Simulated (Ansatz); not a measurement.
# GaSb (F-43m): zone-centre modes under pressure, part 2 of 2

Wanted: Grüneisen parameters and pressure coefficients of the modes of GaSb (F-43m).

Ansatz 0.2.0; DFT PBEsol, scalar-relativistic, plane waves, PAW; PAW set soft_1.

So far, highest optical mode at the zone centre (no LO-TO term) (cm⁻¹): step 4 (zone-centre response at rest) 221.

The database entry behind the starting cell differs from later determinations by our own check (about 0.4 % long), so it need not match the best structure at ambient conditions.

## 6. Zone-centre modes of the member: 1.06 times the volume at rest

The zone-centre modes follow for 1.06 times the volume at rest.

Contents of input.yaml:

```yaml
crystal:
  lattice:
    - [-0.0006528025, 3.115397201, 3.115397201]
    - [3.115397201, -0.0006528025, 3.115397201]
    - [3.115397201, 3.115397201, -0.0006528025]
  atoms:
    - { symbol: Ga, position: [4.12973e-05, 4.12973e-05, 4.12973e-05] }
    - { symbol: Sb, position: [0.7499587027, 0.7499587027, 0.7499587027] }
kpoints:
  mp_grid: { grid: [12, 12, 12], shift: [0.5, 0.5, 0.5] }
hamiltonian:
  xc: pbesol
  pseudopotentials: { kind: paw, azcp: { folder: soft_1 }, xc_functional: pbe }
scf:
  occupations: { method: gaussian, width: 0.015 }
output:
  eigenvalues: true
phonons:
  method: dfpt
```

The run is started by

```sh
> ansatz run input.yaml --threads 4 --pin off --max-ram 10240MiB --backend cpu --events-out ev --progress --plain --runs-dir out
```

Numbers of over 12 decimals in the logs are rounded to 6 here.

Log:

```text
[...]
Crystal: 2 atoms, lattice volume = 60.493 Å³
Basis set: ecut = 420 eV, 1243 PW (Γ), exchange–correlation on 60×60×60 points (8 copies of the dense FFT grid, shifted against one another)
Bands: 18, of which v1, the nominal top of the filled ones, is band 14 counted from 1 (13 counted from 0)
Symmetry: 6 space group operations
k-points: 468 of 1728 (irreducible under 2 space group operations, time reversal used)
[...]
SCF iter   1: F=—  HF=-10151.670516 eV  |F-HF|=—  |Δ(HF+E_count)|=         —  Δρ=3.00e-2  dr2=3.87e-1  ethr=3.10e-3  ⟨swp⟩=6.1  Hψ=45013  notcnv=0
[...]
SCF iter   9: F=-10151.588016 eV  HF=-10151.588016 eV  |F-HF|=5.46e-12  |Δ(HF+E_count)|=  4.42e-10  Δρ=1.23e-7  dr2=6.19e-12  ethr=1.00e-12  ⟨swp⟩=5.0  Hψ=46131  notcnv=0
SCF 1 converged in 9 iterations: F = -10151.588016 eV  dr2 = 6.19e-12
[...]
SCF converged after 9 iterations
Free energy (F): -10151.588016 eV
[...]
Internal energy: -10151.588016 eV  (E = F + TS)
E sigma→0 (E₀):  -10151.588016 eV
Fermi energy:    7.086329 eV
[...]
--- Band table (eV; the first three rows and the last of 468) ---
  k-point 0: bands = [... 10 lower, -4.1405, 6.1563, 6.9456, 6.9456, 7.3103, 9.7991, 9.7991, 9.7992]
  k-point 1: bands = [... 10 lower, -4.0517, 5.2345, 6.6227, 6.8915, 7.8347, 9.8876, 9.8919, 10.2836]
  k-point 2: bands = [... 10 lower, -3.8354, 4.0034, 6.2863, 6.6616, 7.9283, 10.1997, 10.3454, 11.0433]
  k-point 467: bands = [... 10 lower, -2.6610, 0.8669, 5.7140, 5.8739, 7.4297, 10.6507, 10.7738, 13.4241]
[...]
ASR residual: 1.805e-4 → 0.000e0 eV/Å²; symmetrization residual: 3.925e-6 eV/Å²
  ASR residual per site (eV/Å²): 1.80e-4 6.60e-5
  Γ frequencies (cm⁻¹): 0.00 0.00 0.00 204.64 204.64 204.92
[...]
```

It took 30 s on 4 threads of Intel Xeon at 2.60GHz (Ice Lake), shared host; peak memory 1.7 GiB; 1.9 min of CPU time.

This step gave:

| Property | Result |
| --- | --- |
| sum-rule residual before enforcement | 1.80e-4 eV/Å² |
| highest optical mode at the zone centre (no LO-TO term) | 204.9 cm⁻¹ |
| lowest optical zone-centre mode | 204.6 cm⁻¹ |

Patterns of degenerate modes are one choice out of their space. The modes at Γ (shares of kinetic energy by element, %):

| mode | frequency (cm⁻¹) | Ga % | Sb % |
| --- | --- | --- | --- |
| 1 | 0.0 | 36 | 64 |
| 2 | 0.0 | 36 | 64 |
| 3 | 0.0 | 36 | 64 |
| 4 | 204.6 | 64 | 36 |
| 5 | 204.6 | 64 | 36 |
| 6 | 204.9 | 64 | 36 |

Without the LO-TO term the lowest optical mode is real, 205 cm⁻¹, and the highest lies at 204.9 cm⁻¹.

For the highest optical mode at the zone centre (no LO-TO term), step 4 gave 221 cm⁻¹; this run, with volume ratio 1.06, gives 205 cm⁻¹ (-7 %).

## 7. Relaxation of a member: 0.9 times the volume at rest

The cell is set to 0.9 times the volume at rest, and shape and atoms relax at that volume.

input.yaml, the sections that differ from step 6:

```yaml
crystal:
  lattice:
    - [-0.0004403326, 2.9501135103, 2.9501135103]
    - [2.9501135103, -0.0004403326, 2.9501135103]
    - [2.9501135103, 2.9501135103, -0.0004403326]
  atoms:
    - { symbol: Ga, position: [2.51196e-05, 2.51196e-05, 2.51196e-05] }
    - { symbol: Sb, position: [0.7499748804, 0.7499748804, 0.7499748804] }
output:
  forces: true
  stress: true
  eigenvalues: true
relax:
  adjacent_minimum: "off"
  f_tol: 0.001
  max_steps: 60
  cell: { stress_tol: 0.01, fix: [volume] }
# kpoints, hamiltonian, scf: as in step 6
# phonons: removed
```

Log:

```text
[...]
Crystal: 2 atoms, lattice volume = 51.362 Å³
Basis set: ecut = 420 eV, 965 PW (Γ), exchange–correlation on 60×60×60 points (8 copies of the dense FFT grid, shifted against one another)
Bands: 18, of which v1, the nominal top of the filled ones, is band 14 counted from 1 (13 counted from 0)
Symmetry: 6 space group operations
[...]
k-points: 182 of 1728 (time reversal used)
[...]
k-point 181: bands = [... 10 lower, -1.1489, 2.2591, 7.1461, 7.7325, 10.4054, 12.7401, 13.1536, 15.8876]
--- Relaxed structure (1 steps of the walk, 1 accepted, 1 SCFs on fresh bases) ---
[...]
cell:  # Å, volume = 51.3622 Å³
    - [-0.0004403326, 2.9501135103, 2.9501135103]
    - [2.9501135103, -0.0004403326, 2.9501135103]
    - [2.9501135103, 2.9501135103, -0.0004403326]
  atoms:
[...]
- { symbol: Sb, position: [0.7499748804, 0.7499748804, 0.7499748804] }
[key lines of the parts left out:]
SCF converged after 6 iterations
Free energy (F): -10151.504956 eV
Fermi energy:    9.462828 eV
P = ⅓ Tr σ = 6.9957 GPa (69.957 kbar)
```

Wall time 7 s (4 threads); peak memory 0.57 GiB; 26 s of CPU time.

Little changed from the start: no atom moved by 0.005 Å and no cell edge by 0.1 %.

This step gave:

```yaml
pressure: 6.996 GPa
gap_on_the_k_mesh: 0.6421 eV
volume_per_atom: 25.68 Å³
```

The largest force component left is 0.69 meV/Å, at a pressure of 7.00 GPa.

## 8. Modes of this member: 0.9 times the volume at rest

The zone-centre modes follow for 0.9 times the volume at rest.

input.yaml, as its differences from that of step 7:

```diff
@@ -16,9 +16,4 @@
 output:
-  forces: true
-  stress: true
   eigenvalues: true
-relax:
-  adjacent_minimum: "off"
-  f_tol: 0.001
-  max_steps: 60
-  cell: { stress_tol: 0.01, fix: [volume] }
+phonons:
+  method: dfpt
```

Log:

```text
[...]
Crystal: 2 atoms, lattice volume = 51.362 Å³
Basis set: ecut = 420 eV, 965 PW (Γ), exchange–correlation on 60×60×60 points (8 copies of the dense FFT grid, shifted against one another)
Bands: 18, of which v1, the nominal top of the filled ones, is band 14 counted from 1 (13 counted from 0)
Symmetry: 6 space group operations
k-points: 468 of 1728 (irreducible under 2 space group operations, time reversal used)
[...]
k-point 1: bands = [... 10 lower, -3.0010, 7.6439, 8.7081, 9.0755, 10.7324, 12.0702, 12.1553, 12.6844]
  k-point 2: bands = [... 10 lower, -2.7346, 6.1315, 8.2988, 8.7789, 10.6303, 12.4439, 12.6983, 13.7627]
  k-point 467: bands = [... 10 lower, -1.1975, 2.2346, 7.6434, 7.7990, 9.9834, 12.8304, 12.9876, 15.5544]
[...]
ASR residual: 4.018e-5 → 0.000e0 eV/Å²; symmetrization residual: 4.915e-6 eV/Å²
  ASR residual per site (eV/Å²): 1.71e-5 4.02e-5
  Γ frequencies (cm⁻¹): 0.00 0.00 0.00 250.64 250.70 250.70
[...]
[key lines of the parts left out:]
SCF converged after 9 iterations
Free energy (F): -10151.504956 eV
Fermi energy:    9.462827 eV
```

Wall time 26 s (4 threads); peak memory 1.5 GiB.

Numbers from this step:

| Quantity | Value |
| --- | --- |
| sum-rule residual before enforcement | 4.02e-5 eV/Å² |
| highest optical mode at the zone centre (no LO-TO term) | 250.7 cm⁻¹ |
| lowest optical zone-centre mode | 250.6 cm⁻¹ |

Patterns of degenerate modes are one choice out of their space. The modes at Γ (shares of kinetic energy by element, %):

| mode | frequency (cm⁻¹) | Ga % | Sb % |
| --- | --- | --- | --- |
| 1 | 0.0 | 36 | 64 |
| 2 | 0.0 | 36 | 64 |
| 3 | 0.0 | 36 | 64 |
| 4 | 250.6 | 64 | 36 |
| 5 | 250.7 | 64 | 36 |
| 6 | 250.7 | 64 | 36 |

Without the LO-TO term the lowest optical mode is real, 251 cm⁻¹, and the highest lies at 250.7 cm⁻¹.

For the highest optical mode at the zone centre (no LO-TO term), step 4 gave 221 cm⁻¹; this run, with volume ratio 0.9, gives 251 cm⁻¹ (+14 %).

## 9. The series together

The members are set side by side, also those not shown above.

Each row is one cell with its response, relaxed at fixed volume as far as symmetry leaves anything free; energies are extrapolated to zero smearing, and E0 is that at rest; shape and atoms are relaxed in each cell where symmetry leaves them free; all runs use 12×12×12 k points and Gaussian smearing of 0.015 eV. State of the crystal along the series:

| volume ratio | V (Å³/atom) | pressure (GPa) | E - E0 (meV/atom) |
| --- | --- | --- | --- |
| 0.9 | 25.68 | 6.996 | 56.33 |
| 0.92 | 26.25 | 5.256 | 34.57 |
| 0.94 | 26.82 | 3.706 | 18.66 |
| 0.96 | 27.39 | 2.325 | 7.966 |
| 0.98 | 27.96 | 1.096 | 1.915 |
| 0.99 | 28.25 | 0.5319 | 0.4697 |
| 1 | 28.54 | -1.37e-4 | 0 |
| 1.02 | 29.11 | -0.976 | 1.772 |
| 1.04 | 29.68 | -1.845 | 6.825 |
| 1.06 | 30.25 | -2.618 | 14.8 |

Each mode is tracked from rest by its pattern, and modes that stay within 0.3 cm⁻¹ of each other stand once; shape and atoms are relaxed in each cell where symmetry leaves them free; all runs use 12×12×12 k points and Gaussian smearing of 0.015 eV. Optical modes along the series:

| V (Å³/atom) | mode 4 (cm⁻¹) |
| --- | --- |
| 25.68 | 250.7 |
| 26.25 | 244.2 |
| 26.82 | 237.9 |
| 27.39 | 231.9 |
| 27.96 | 226.1 |
| 28.25 | 223.2 |
| 28.54 | 220.5 |
| 29.11 | 215.1 |
| 29.68 | 209.8 |
| 30.25 | 204.6 |

From cubic fits (parabolas where under five rows exist) of ln ω and P against ln V through the rows within about 4 % of rest: γ = −d ln ω / d ln V and dω/dP = γ ω / B. Slopes at rest:

| mode | fitted frequency at rest (cm⁻¹) | Grüneisen parameter γ | dω/dP (cm⁻¹/GPa) |
| --- | --- | --- | --- |
| mode 4 | 220.5 | 1.25 | 5.33 |

## 10. Outcome

```yaml
members: 10
highest_optical_mode_at_the_zone_centre_no_lo_to_term_at_rest: 220.5 cm⁻¹
bulk_modulus_at_rest: 51.7 GPa
mode_4_gamma: 1.25
```

**Reading.** The series spans -2.6 to 7.0 GPa, and the slope at rest gives a bulk modulus of 52 GPa. The optical mode has γ = 1.25 and moves by 5.3 cm⁻¹ for each GPa. One k mesh and one cutoff serve the ground states and modes of all volumes. These are harmonic frequencies at zero temperature: anharmonic shifts, linewidths and thermal expansion are left out. Spin-orbit coupling is left out, which can matter for the heavy elements here. The PAW files were made for PBE; the program adapts parts of them to the functional of the run, but their partial waves stay those of PBE, an approximation that was not tested in this session. Only the zone centre was solved, so an instability at another wavevector cannot show here. The k mesh is shifted off Γ, so the gap on the mesh misses a band edge that lies there. The shift also lowers the symmetry that the program can use, which splits degenerate modes slightly; labels are left out.

[Logs are printed without paths, hosts, clocks, repeated set-up lines and the standing remarks that a program may print on its own settings, such as how far it seeks lower states.]

[Hosts, paths, dates, database ids (printed as entryN), source tags and the programs' standing remarks are cut or masked in the printed files.]
